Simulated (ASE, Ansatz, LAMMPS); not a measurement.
## How cost and error scale: Σ5 (001) twist boundary in Ge (160 atoms) repeated

Wanted: cost and convergence against size for Σ5 (001) twist boundary in Ge (160 atoms).

Program: Ansatz 0.2.0. Level of theory: Kohn-Sham DFT, revPBE, PAW (set soft_2), plane waves. Results are calculated unless marked as measured.

**1. Set-up**

The cell holds 160 atoms: 160 Ge. Cell: a = 12.652 Å, b = 12.652 Å, c = 23.060 Å, α = 90.0°, β = 90.0°, γ = 90.0°. It derives from Ge (diamond-structure). Diamond-structure Ge (a = 5.658 Å); two grains turned against each other by 53.13 deg about [001]; 1 x 1 coincidence cells, 2 lattice periods a grain, two boundaries a cell, upper grain shifted by [0.711, 0.431] of the boundary cell and opened by 0.3 Å, one atom of each pair nearer than 1.592 Å removed; minimised with a classical potential (one cell length free). Regions: lower grain, 80 atoms (80 Ge); upper grain, 80 atoms (80 Ge).

Before any run, some limits are plain. The host structure and its lattice constant were typed by rule, without a check against the phase diagram.

**2. The classical run that made the cell**

A minimisation with a classical potential prepares the built cell.

This step: classical potential: Tersoff (Mahdizadeh and Akhlamadi, J. Mol. Graph. Model. 72, 1 (2017)) (LAMMPS stable Jul 2025 - Update 4).

in.lammps reads:

```
units metal
atom_style atomic
boundary p p p
atom_modify map array
read_data structure.data
pair_style tersoff
pair_coeff * * Ge.tersoff Ge
thermo_style custom step temp pe press lx ly lz fmax
thermo 200
min_style cg
minimize 0 1e-4 3000 30000
fix box all box/relax z 0.0 vmax 0.001
minimize 0 1e-4 3000 30000
unfix box
minimize 0 1e-4 2000 20000
write_data relaxed.data nocoeff
```

On the command line:

```bash
$ lmp -in in.lammps -log log.lammps -screen none -nocite
```

Numbers of over 12 decimals in the logs are rounded to 6 here.

The log of the run:

```text
LAMMPS (22 Jul 2025 - Update 4)
  160 atoms
   Step          Temp          PotEng         Press            Lx             Ly             Lz            Fmax     
         0   0             -603.94796     -23192.748      12.651673      12.651673      23.232         13.311369    
        60   0             -630.6671      -23849.046      12.651673      12.651673      23.232         1.3218709e-05
Loop time of 0.068091 on 1 procs for 60 steps with 160 atoms
Minimization stats:
  Stopping criterion = force tolerance
  Energy initial, next-to-last, final = 
     -603.947959889979  -630.667103000354  -630.667103000777
  Force two-norm initial, final = 48.754428 8.8444839e-05
[... 13 lines left out ...]
  Iterations, force evaluations = 151 297
   Step          Temp          PotEng         Press            Lx             Ly             Lz            Fmax     
       211   0             -630.7384      -19622.628      12.651673      12.651673      23.059944      9.3699737e-06
       212   0             -630.7384      -19622.629      12.651673      12.651673      23.059944      4.9980167e-06
Loop time of 0.00141799 on 1 procs for 1 steps with 160 atoms
Minimization stats:
  Stopping criterion = force tolerance
  Energy initial, next-to-last, final = 
     -630.738396379778  -630.738396379778  -630.738396379895
  Force two-norm initial, final = 7.1276637e-05 4.1292286e-05
  Force max component initial, final = 9.3699737e-06 4.9980167e-06
  Iterations, force evaluations = 1 2
```

The job ended after 0.39 s (1 thread of Intel Xeon at 2.80GHz (Skylake/Cascade Lake), shared host).

**3. Plane waves, typed cell on a dense mesh**

The typed cell on a k-mesh is the yardstick: it samples like Γ on the cell repeated as often as the mesh has points along each axis. Its own convergence isn't tested.

input.yaml reads:

```yaml
crystal:
  lattice:
    - [12.65167, 0.0, 0.0]
    - [0.0, 12.65167, 0.0]
    - [0.0, 0.0, 23.05994]
  atoms:
    - { symbol: Ge, position: [0.0095, 0.02349, 0.01381] }
    - { symbol: Ge, position: [0.16523, 0.0641, 0.06828] }
    - { symbol: Ge, position: [0.31495, 0.12596, 0.00649] }
    - { symbol: Ge, position: [0.46591, 0.15805, 0.06831] }
    - { symbol: Ge, position: [0.61183, 0.18666, 0.99809] }
    - { symbol: Ge, position: [0.75587, 0.25398, 0.06616] }
    - { symbol: Ge, position: [0.91046, 0.30322, 0.01182] }
    - { symbol: Ge, position: [0.06278, 0.36215, 0.06717] }
    - { symbol: Ge, position: [0.51165, 0.00853, 0.12762] }
    - { symbol: Ge, position: [0.66085, 0.05799, 0.18764] }
    - { symbol: Ge, position: [0.80968, 0.10679, 0.12711] }
    - { symbol: Ge, position: [0.96173, 0.15916, 0.18612] }
    - { symbol: Ge, position: [0.21026, 0.41189, 0.00333] }
    - { symbol: Ge, position: [0.35978, 0.45647, 0.06713] }
    - { symbol: Ge, position: [0.5095, 0.52349, 0.01381] }
    - { symbol: Ge, position: [0.66523, 0.5641, 0.06828] }
    - { symbol: Ge, position: [0.81495, 0.62596, 0.00649] }
    - { symbol: Ge, position: [0.96591, 0.65805, 0.06831] }
    - { symbol: Ge, position: [0.11328, 0.2122, 0.12763] }
    - { symbol: Ge, position: [0.26311, 0.25996, 0.18748] }
    - { symbol: Ge, position: [0.41329, 0.30869, 0.12711] }
    - { symbol: Ge, position: [0.56211, 0.35937, 0.18676] }
    - { symbol: Ge, position: [0.711, 0.40853, 0.12592] }
    - { symbol: Ge, position: [0.86114, 0.45838, 0.18653] }
    - { symbol: Ge, position: [0.01311, 0.00996, 0.24619] }
    - { symbol: Ge, position: [0.16329, 0.05869, 0.30655] }
    - { symbol: Ge, position: [0.31211, 0.10937, 0.2469] }
    - { symbol: Ge, position: [0.461, 0.15853, 0.30774] }
    - { symbol: Ge, position: [0.61114, 0.20838, 0.24713] }
    - { symbol: Ge, position: [0.76165, 0.25853, 0.30604] }
    - { symbol: Ge, position: [0.91085, 0.30799, 0.24603] }
    - { symbol: Ge, position: [0.05968, 0.35679, 0.30655] }
    [... 122 atom lines left out ...]
    - { symbol: Ge, position: [0.1041, 0.12523, 0.86539] }
    - { symbol: Ge, position: [0.16596, 0.27495, 0.92718] }
    - { symbol: Ge, position: [0.69805, 0.92591, 0.86536] }
    - { symbol: Ge, position: [0.72666, 0.07183, 0.93557] }
    - { symbol: Ge, position: [0.79398, 0.21587, 0.8675] }
    - { symbol: Ge, position: [0.84322, 0.37046, 0.92184] }
kpoints:
  mp_grid: { grid: [3, 3, 2] }
hamiltonian:
  xc: revpbe
scf:
  occupations: { method: fermi_dirac, width: 0.05 }
output:
  forces: true
  stress: true
  populations: intrinsic
  dos:
    method: { smearing: { sigma: 0.1 } }
    de: 0.1
    projected:
      site_lists:
        Ge: [Ge]
        lower_grain: [0, 1, 2, 3, 4, 5, 6, 7, 8, 9, 10, 11, 12, 13, 14, 15, 16, 17, 18, 19, 20, 21, 22, 23, 24, 25, 26, 27, 28, 29, 30, 31, 32, 33, 34, 35, 36, 37, 38, 39, 40, 41, 42, 43, 44, 45, 46, 47, 48, 49, 50, 51, 52, 53, 54, 55, 56, 57, 58, 59, 60, 61, 62, 63, 64, 65, 66, 67, 68, 69, 70, 71, 72, 73, 74, 75, 76, 77, 78, 79]
        upper_grain: [80, 81, 82, 83, 84, 85, 86, 87, 88, 89, 90, 91, 92, 93, 94, 95, 96, 97, 98, 99, 100, 101, 102, 103, 104, 105, 106, 107, 108, 109, 110, 111, 112, 113, 114, 115, 116, 117, 118, 119, 120, 121, 122, 123, 124, 125, 126, 127, 128, 129, 130, 131, 132, 133, 134, 135, 136, 137, 138, 139, 140, 141, 142, 143, 144, 145, 146, 147, 148, 149, 150, 151, 152, 153, 154, 155, 156, 157, 158, 159]
  eigenvalues: true
```

On the command line:

```bash
$ ansatz run input.yaml --threads 32 --pin off --max-ram 143360MiB --backend cuda --events-out ev --progress --plain --runs-dir out
```

The log of the run:

```text
Warning: the atoms were moved onto the symmetric positions of the space group found under crystal.symmetry.tolerance 1.0e-5 (fractional; no operation is sought that the atoms, as they stand in a round, miss by more than twice it, and no atom is moved by as much as it), and the run uses the moved positions. [...]
Engine: ansatz 0.2.0, aarch64-unknown-linux-gnu
Pseudopotentials: kind: paw
Pseudopotential: Ge, paw, valence charge 14, recommended cutoff 420 eV (normal), Ge.paw.azcp
[...]
Crystal: 160 atoms, lattice volume = 3691.084 Å³
Basis set: ecut = 420 eV, 72057 PW (Γ), exchange–correlation on 180×180×320 points (8 copies of the dense FFT grid, shifted against one another)
Bands: 1344, of which v1, the nominal top of the filled ones, is band 1120 counted from 1 (1119 counted from 0)
Symmetry: 8 space group operations
Space group: Pnc2 (ITA 30), of the structure as read, at distance tolerance 1.5e-4 Å
k-points: 8 of 18 (time reversal used)
[... 4 lines on functional and potentials left out ...]
Initial density: superposition of atomic densities (neutral atoms: chi_scale 0, normalization atom), corrected by the library's trained network
Initial wavefunctions: pseudopotential atomic-orbital guess
[...]
Functional: x = revpbe(κ = 1.245, μ = 0.219515), c = pbe(β = 0.066725)
SCF iter   1: F=—  HF=-687814.180020 eV  |F-HF|=—  |Δ(HF+E_count)|=         —  Δρ=3.07e-3  dr2=6.96e-1  ethr=1.77e-3  ⟨swp⟩=5.9  Hψ=37927  notcnv=0  defer=148
preconditioner: auto → LDOS  [metal: Δε(μ)=0.003 eV  Ē_g=22.335 eV  σ=0.050 eV  W_gap=0.01  n_scr=994 (ndim 8)  ℏωp=28.9 eV  f_vac=0.060  D(μ)=43.62/eV (n_scr^D=186)  β→1.0]
SCF iter   2: F=—  HF=-687814.152275 eV  |F-HF|=—  |Δ(HF+E_count)|=   2.77e-2  Δρ=2.29e-3  dr2=2.06e-1  ethr=3.11e-5  ⟨swp⟩=2.0  Hψ=21740  notcnv=0  defer=1380
SCF iter   3: F=—  HF=-687814.006155 eV  |F-HF|=—  |Δ(HF+E_count)|=   1.46e-1  Δρ=4.91e-4  dr2=1.41e-2  ethr=9.21e-6  ⟨swp⟩=2.0  Hψ=18744  notcnv=0  defer=1380
SCF iter   4: F=—  HF=-687814.005971 eV  |F-HF|=—  |Δ(HF+E_count)|=   1.84e-4  Δρ=1.43e-4  dr2=2.46e-3  ethr=6.28e-7  ⟨swp⟩=2.0  Hψ=18353  notcnv=0  defer=1380
SCF iter   5: F=—  HF=-687813.999796 eV  |F-HF|=—  |Δ(HF+E_count)|=   6.18e-3  Δρ=5.30e-5  dr2=1.96e-4  ethr=1.10e-7  ⟨swp⟩=2.0  Hψ=11972  notcnv=0  defer=1380
SCF iter   6: F=—  HF=-687814.003760 eV  |F-HF|=—  |Δ(HF+E_count)|=   3.96e-3  Δρ=1.63e-5  dr2=2.52e-5  ethr=8.74e-9  ⟨swp⟩=2.0  Hψ=18200  notcnv=0  defer=1380
SCF iter   7: F=—  HF=-687814.003629 eV  |F-HF|=—  |Δ(HF+E_count)|=   1.31e-4  Δρ=6.69e-6  dr2=3.82e-6  ethr=1.13e-9  ⟨swp⟩=2.0  Hψ=18577  notcnv=0  defer=1380
SCF iter   8: F=—  HF=-687814.003628 eV  |F-HF|=—  |Δ(HF+E_count)|=   9.09e-8  Δρ=2.67e-6  dr2=6.97e-7  ethr=1.71e-10  ⟨swp⟩=2.0  Hψ=18416  notcnv=0  defer=1380
SCF iter   9: F=-687814.003628 eV  HF=-687814.003628 eV  |F-HF|=5.45e-8  |Δ(HF+E_count)|=   2.17e-8  Δρ=9.97e-7  dr2=9.20e-8  ethr=4.46e-12  ⟨swp⟩=6.2  Hψ=49714  notcnv=0
SCF 1 converged in 9 iterations: F = -687814.003628 eV  dr2 = 9.20e-8
  greatest PAW one-centre occupation: 0.998 electrons in one spin orbital (limit 2), on the Ge atom at site 110 (counted from 0), in its partial waves of l = 2
SCF converged after 9 iterations
Free energy (F): -687814.003628 eV
Harris-Foulkes:  -687814.003628 eV  (|F-HF|=5.45e-8)
Internal energy: -687813.643121 eV  (E = F + TS)
E sigma→0 (E₀):  -687813.823375 eV
Entropy (-TS):   -0.360507 eV (-2.253 meV/atom)
Fermi energy:    8.415416 eV
--- Per-component energies (eV) ---
  E_band       = -24296.170294
  E_kinetic    = 17827.861768
  E_local      = -403103.979504  (includes V_loc(G=0)·N_el)
  E_nonlocal   = 66857.692938
  E_hartree    = 177095.381379
  E_xc         = -12104.699805
  E_vxc        = -10323.799660  (∫ρ·V_xc dr)
  E_paw        = -323719.270874  (= ΣΔE_a)
  E_vpaw       = -49744.751716  (= ΣTr[D̂ρ^β])
  E_aug_tail   = 0.054643  (compensation charges beyond the density's cutoff)
  E_ewald      = -210645.796012
  E_core_change = -20.887653  (= ΣΔE_core)
  E_smearing   = -0.360507  (= −TS)
  E_closure    = 0.000000  (closes the sum)
  Σ components = -687814.003628   (vs F -687814.003628, Δ=0.00e0)
--- Forces (eV/Å), atoms counted from 1 ---
[... 160 lines of forces left out ...]
  max |Σ_I F_I| component: 7.73e-5 eV/Å
--- Stress (GPa, compression-positive) ---
        5.039451       0.613771       0.000000
        0.613771       5.039451       0.000000
        0.000000       0.000000       8.209630
  P = ⅓ Tr σ = 6.0962 GPa (60.962 kbar)
--- Band table (eV; the first three rows and the last of 8) ---
--- intrinsic populations: 160 sites ---
  site symbol       q [e]
[... 160 lines, one an atom, left out ...]
  spilling = -0.000000 (of n_electrons = 2240.000000)
```

It took 22 s on 1 × NVIDIA GB200 with 32 threads of Arm Neoverse V2, shared host; peak memory 16 GiB; 2.2 min of CPU time.

That memory is the host's. Forces of this run were stored rounded, and per-atom blocks of the log weren't kept.

The program notes that it cut back its plan to fit the GPU's memory and positions were snapped to a detected symmetry.

The run gave:

- free energy: -687814.0036 eV
- free energy per atom: -4298.8375 eV/atom
- SCF cycles: 9
- pressure: 6.096 GPa
- r.m.s. force component: 0.2634 eV/Å
- longest force: 0.9909 eV/Å
- Fermi energy: 8.415 eV
- levels partly filled by over 2 per cent: 63

The r.m.s. force component of 0.26 eV/Å sets the scale for the differences below.

**4. Plane waves, 160 atoms**

The typed cell is solved at Γ alone, the coarsest sampling of the series.

input.yaml, the sections that differ from step 3:

```yaml
kpoints:
  mp_grid: { grid: [1, 1, 1] }
output:
  forces: true
# crystal, hamiltonian, scf: as in step 3
```

The log of the run:

```text
[...]
Crystal: 160 atoms, lattice volume = 3691.084 Å³
Basis set: ecut = 420 eV, 72057 PW (Γ), exchange–correlation on 180×180×320 points (8 copies of the dense FFT grid, shifted against one another)
Bands: 1280, of which v1, the nominal top of the filled ones, is band 1120 counted from 1 (1119 counted from 0)
Symmetry: 8 space group operations
[...]
k-points: 1
[...]
SCF iter   1: F=—  HF=-687815.125817 eV  |F-HF|=—  |Δ(HF+E_count)|=         —  Δρ=3.22e-3  dr2=8.75e-1  ethr=1.77e-3  ⟨swp⟩=6.0  Hψ=4538  notcnv=0  defer=1
[...]
SCF iter   7: F=—  HF=-687814.907062 eV  |F-HF|=—  |Δ(HF+E_count)|=   3.93e-6  Δρ=7.65e-6  dr2=3.85e-6  ethr=1.01e-9  ⟨swp⟩=2.0  Hψ=2402  notcnv=0  defer=111
SCF iter   8: F=-687814.907062 eV  HF=-687814.907062 eV  |F-HF|=2.38e-7  |Δ(HF+E_count)|=   2.84e-7  Δρ=2.66e-6  dr2=5.52e-7  ethr=4.46e-11  ⟨swp⟩=3.0  Hψ=3529  notcnv=0
SCF 1 converged in 8 iterations: F = -687814.907062 eV  dr2 = 5.52e-7
[...]
SCF converged after 8 iterations
Free energy (F): -687814.907062 eV
[...]
Internal energy: -687814.479887 eV  (E = F + TS)
E sigma→0 (E₀):  -687814.693474 eV
Entropy (-TS):   -0.427175 eV (-2.670 meV/atom)
Fermi energy:    8.441071 eV
[...]
Σ components = -687814.907062   (vs F -687814.907062, Δ=0.00e0)
--- Forces (eV/Å), atoms counted from 1 ---
[... 160 lines of forces left out ...]
  max |Σ_I F_I| component: 5.59e-5 eV/Å
```

It took 2.5 s on 1 × NVIDIA GB200 with 32 threads; peak memory 1.6 GiB; 6.2 s of CPU time.

That memory is the host's.

The energy lies 5.65 meV/atom below the dense-mesh reference.

**5. Support functions, 160 atoms**

The typed cell is solved at Γ alone, now in support functions.

This step: Kohn-Sham DFT, revPBE, PAW (set soft_2), localised support functions (medium) (Ansatz 0.2.0).

Changes to input.yaml since step 4:

```diff
@@ -13,2 +13,5 @@
   occupations: { method: fermi_dirac, width: 0.05 }
+  eigensolver: { kind: { support_functions: { accuracy: medium } } }
+  mixing: { beta: 0.2 }
+  max_iter: 150
 output:
```

The log of the run:

```text
Warning: scf.eigensolver.kind.support_functions: disabling space-group detection — the functions' gradient is summed over unrotated k-points, so no spatial operation reduces the k-mesh or symmetrises the density; time reversal is kept, so that k and −k are solved as one point where they differ and the mesh holds both, and exact exchange and, on two spinor components, a DFT+U term hold to it where the run has them: [...]
settings of this run that can trade accuracy for cost: scf.eigensolver.kind.support_functions [...]
[...]
device memory: the entry about to start is reckoned to put 6.9 GiB on a device that reports 182.5 GiB free
GPU FFT provider: cuFFT
GPU libraries: cuBLAS 13.8.1, cuFFT 12.4.0, cuSOLVER 12.3.2
GPU matrix products: emulated (plane waves: as basis.precision tells), large ones in fixed point in workspaces of 1.00 GiB
Crystal: 160 atoms, lattice volume = 3691.084 Å³
Basis set: ecut = 420 eV, 72057 PW (Γ), exchange–correlation on 180×180×320 points (8 copies of the dense FFT grid, shifted against one another)
Bands: 1344, of which v1, the nominal top of the filled ones, is band 1120 counted from 1 (1119 counted from 0)
Symmetry: 1 space group operations
k-points: 1
[...]
GPU buffer pool allocated for 1296000 grid points (all kernels)
Eigensolver: Support functions (medium, 60×60×108 points, laid for a spacing of at most 0.228497 Å, radius 4.244140 Å, 1 species' potentials softened for the grid, 1 wholly corrected for its errors in the mean over positions, 1 with the egg-box correction, energy correction by stochastic trace)
[...]
SCF iter   1: F=—  HF=-687779.185884 eV  |F-HF|=—  |Δ(HF+E_count)|=         —  Δρ=2.83e-2  dr2=2.42e1  ethr=1.00e-1
[...]
SCF iter  16: F=—  HF=-687815.079466 eV  |F-HF|=—  |Δ(HF+E_count)|=   1.32e-3  Δρ=1.33e-5  dr2=4.43e-6  ethr=3.30e-10  κ⁻¹=7.1e-5(r=7)
SCF iter  17: F=-687815.080639 eV  HF=-687815.080637 eV  |F-HF|=1.61e-6  |Δ(HF+E_count)|=   1.17e-3  Δρ=5.08e-6  dr2=8.76e-7  ethr=1.98e-10
SCF 1 converged in 17 iterations: F = -687815.112999 eV  dr2 = 8.76e-7
[...]
SCF converged after 17 iterations
Stability not checked: this state was not tested for a lower state beside it, because the mixer in use, unlike msr1, does not test its closes by its own steps (another_mixer; see scf.mixing.algorithm and scf.lower_state_search)
Free energy (F): -687815.112999 eV
[...]
Internal energy: -687814.686426 eV  (E = F + TS)
E sigma→0 (E₀):  -687814.899712 eV
Entropy (-TS):   -0.426573 eV (-2.666 meV/atom)
Fermi energy:    8.440914 eV
[...]
Σ components = -687815.112999   (vs F -687815.112999, Δ=0.00e0)
--- Forces (eV/Å), atoms counted from 1 ---
[... 160 lines of forces left out ...]
  max |Σ_I F_I| component: 4.76e-3 eV/Å
--- Band table (eV) ---
[... left out ...]
  guard bands above this table: 194 of the run's 1344 bands (output.publish_guard_bands: true publishes all)
```

Wall time 5.7 s (1 × NVIDIA GB200 with 32 threads); peak memory 1.5 GiB.

That memory is the host's; the program planned up to 6.9 GiB on the GPU.

The program notes that the band table was not solved further than the SCF left it and it switched symmetry off.

The energy lies 6.93 meV/atom below the dense-mesh reference, and 1.3 meV/atom below plane waves of the same size, an offset between the two bases that leaves the sampling error alike.

**6. Plane waves, 640 atoms**

The cell is repeated and solved at Γ in plane waves, whose cost grows towards the cube of the size.

This step: Kohn-Sham DFT, revPBE, PAW (set soft_2), plane waves (Ansatz 0.2.0).

input.yaml, the sections that differ from step 5:

```yaml
crystal:
  lattice:
    - [12.65167, 0.0, 0.0]
    - [0.0, 12.65167, 0.0]
    - [0.0, 0.0, 23.05994]
  atoms:
    [... the 160 atom lines of step 3 ...]
  supercell: [2, 2, 1]
scf:
  occupations: { method: fermi_dirac, width: 0.05 }
# kpoints, hamiltonian, output: as in step 5
```

The job ended after 24 s (1 × NVIDIA GB200 with 32 threads; peak memory 3.9 GiB; 44 s of CPU time).

That memory is the host's.

The program repeats the typed cell 2×2×1 times, 640 atoms in all; totals in the log are those of the whole repeated cell, and force differences are taken after averaging over the copies of each atom.

It converged in 8 SCF cycles; the log is left out.

The energy lies 0.330 meV/atom above the dense-mesh reference.

(Part 1 of 2 ends here.)

[Logs are printed without paths, hosts, clocks, repeated set-up lines and the standing remarks that a program may print on its own settings, such as how far it seeks lower states.]

[Hosts, paths, dates, database ids (printed as entryN), source tags and the programs' standing remarks are cut or masked in the printed files.]
